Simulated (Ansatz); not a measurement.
# Tunnelling across a broken Co chain: predicting one gap

How it was computed: Ansatz 0.2.0, plane waves with PAW datasets at the program's default cutoffs, Fermi-Dirac smearing of 0.05 eV, chains in boxes 7.5 Å wide or more, moments seeded when the perfect chain is relaxed. PBE, no spin-orbit coupling; one bond is opened by s Å beyond its relaxed length, the other atoms of a straight cell of 13 kept, with parallel moments across the gap, and the conductance taken at 300 K.

```tsv
run	G (G₀)	largest error term (%)	s	ln G
+1.8 Å	0.4746	2	1.8	−0.7453
+2.5 Å	0.166	3	2.5	−1.796
+3.3 Å	0.03924	4	3.3	−3.238
```

One run is withheld: run = +4.2 Å, with s = 4.2. Fit a straight line ln G = a + b × s to the 3 rows shown and predict it.

**Fit.** The means are 2.533 for s and −1.926 for ln G. The sum of products of deviations is −1.876 and the sum of squares in s is 1.127, so b = −1.876 / 1.127 = −1.665 and a = −1.926 − (−1.665) × 2.533 = 2.292. The residuals' standard deviation, with 1 degree of freedom, is σ = 0.092.

**Prediction.** ln G = 2.292 + (−1.665) × 4.2 = −4.702, that is 0.00908 G₀. The run gave 0.00708 G₀ (ln G = −4.95), so the prediction less the run is +0.25. The standard error of a prediction there, σ√(1 + 1/3 + (4.2 − 2.533)²/1.127), is 0.18, and the miss is 1.4 times that, for a point outside the fitted range. With so few rows σ is itself uncertain.

Caveats: Between neighbouring runs the slope of ln G lies between −1.90 and −1.50 per Å, so one exponential is an approximation; it is flattest at the narrowest gap, nearest to contact. Error terms (up to 6 %, withheld run included) bound how much a small miss can mean. No image potential, spin-orbit coupling or relaxation; a bent or dimerised chain may be lower in energy. Series of this kind are told only where this holds: one magnetic state in all runs, error terms under 60 %, and the runs' own leads conduct as the perfect chain does. 36 of 42 did.

[Logs are printed without paths, hosts, clocks, repeated set-up lines and the standing remarks that a program may print on its own settings, such as how far it seeks lower states.]
